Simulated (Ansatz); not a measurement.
Records of electronic-structure calculations.

```json
{"subject": "A low-energy model for Cs2TaF6 (started from the K2PtCl6 type) (Fm-3m): bands, U and J", "lattice_ang": [[4.7004, 4.7004, 0.0], [4.7004, 0.0, -4.7004], [-0.0, 4.7004, -4.7004]], "atoms": [["Cs", 0.25, 0.25, 0.25], ["Cs", 0.75, 0.75, 0.75], ["Ta", 0.0, 0.0, 1.0], ["F", 0.2127, 0.2127, 0.7873], ["F", 0.7873, 0.7873, 0.2127], ["F", 0.2127, 0.7873, 0.2127], ["F", 0.7873, 0.2127, 0.7873], ["F", 0.7873, 0.2127, 0.2127], ["F", 0.2127, 0.7873, 0.7873]], "method": "DFT, PBE, plane waves, PAW (and 1 further level or step)", "program": "Ansatz 0.2.0", "settings_of_one_run": "cutoff 420 eV, 4×4×4 k-mesh, smearing width 0.08 eV, default PAW, coordination {\"Ta\": \"octahedral\"}, magnetic state non-magnetic by constraint", "cost": "3 runs, 3.2 min in all on 4 threads of Arm Neoverse V2, shared host (the runs of this entry)", "notes": "The structure was built from a prototype and need not be the compound’s stable phase. This run has no spin polarisation although its electron count is odd. The structure was relaxed with PBE. The structure type comes from a generator and need not be one that this composition takes. Limits: no spin-orbit coupling. The bands cross the Fermi level under this constraint, which need not be the crystal’s state: magnetic order, correlation or a lattice distortion may open a gap. Spin-orbit coupling, which is strong for atoms this heavy, is left out. Coarse meshes can leave U off its limit, most where the target bands are metallic.", "results": {"ta_t2g": "U 5.73 eV, U′ 5.01 eV, J 0.34 eV, bare V 11.8 eV", "ta_t2g_anion_p": "U 6.82 eV, U′ 5.95 eV, J 0.44 eV, bare V 13.0 eV", "method": "constrained RPA on non-magnetic PBE, 2×2×2 mesh, static; search for lower states off"}}
```

[Paths, hosts, dates, memory and timing lines, banners, echoed tables and standing remarks are left out of the program output.]

[Logs are printed without paths, hosts, clocks, repeated set-up lines and the standing remarks that a program may print on its own settings, such as how far it seeks lower states.]

[Runs of the session that timed out or met a known fault of the program may be left out.]

[Hosts, paths, dates, database ids (printed as entryN), source tags and the programs' standing remarks are cut or masked in the printed files.]
